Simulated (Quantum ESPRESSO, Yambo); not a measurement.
Planning a run of Yambo 5.3.0 on BaTiO3 (P4mm). The input:

```
HF_and_locXC
gw0
dyson
ppa
em1d
rim_cut
RandQpts= 1000000
RandGvec= 1 RL
EXXRLvcs= 76 Ry
VXCRLvcs= 304 Ry
Chimod= "HARTREE"
% BndsRnXp
 1 | 258 |
%
NGsBlkXp= 10 Ry
% LongDrXp
 1 | 1 | 1 |
%
% GbndRnge
 1 | 258 |
%
DysSolver= "n"
ExtendOut
PPAPntXp= 27.21138 eV
% QPkrange
 18 | 18 | 37 | 44 |
 1 | 1 | 37 | 44 |
%
```

The database entry behind the starting cell differs from later determinations by our own check (c/a about 0.6 % short), so it need not match the best structure at ambient conditions.

```sh
OMP_NUM_THREADS=1 mpirun -n 4 yambo -F gw4.in -J gw4 -C gw4 > gw4.log
```

The stored states that it reads are on a 4×4×4 mesh. The structure is tetragonal, space group P4mm (No. 99). The conventional cell has a = 4.000 Å, b = 4.000 Å, c = 4.018 Å, α = 90.00°, β = 90.00°, γ = 90.00°. Nearest to Ba lie 12 O at 2.79 to 2.88 Å. Nearest to Ti lie 6 O at 1.85 to 2.17 Å. Nearest to O lie 2 Ti at 1.85 to 2.17 Å and 4 Ba at 2.83 Å. O has 2 Ti at 2.00 Å and 4 Ba at 2.79 to 2.88 Å nearest. Farther neighbours and most contacts between anions are not listed.

Q: How long will it take on 4 MPI ranks of Arm Neoverse V2, shared host, and how much memory?

It took 17 min; on shared hardware allow 8.6 min to 34 min. Peak host memory was 5.5 GiB.

The screening grows as filled bands × empty bands × pairs of k points, times the square of the screening basis for the matrix.

[Paths, hosts, dates, memory and timing lines, banners, echoed tables and standing remarks are left out of the program output.]

[Logs are printed without paths, hosts, clocks, repeated set-up lines and the standing remarks that a program may print on its own settings, such as how far it seeks lower states.]

[Runs of the session that timed out or met a known fault of the program may be left out.]

[Hosts, paths, dates, database ids (printed as entryN), source tags and the programs' standing remarks are cut or masked in the printed files.]
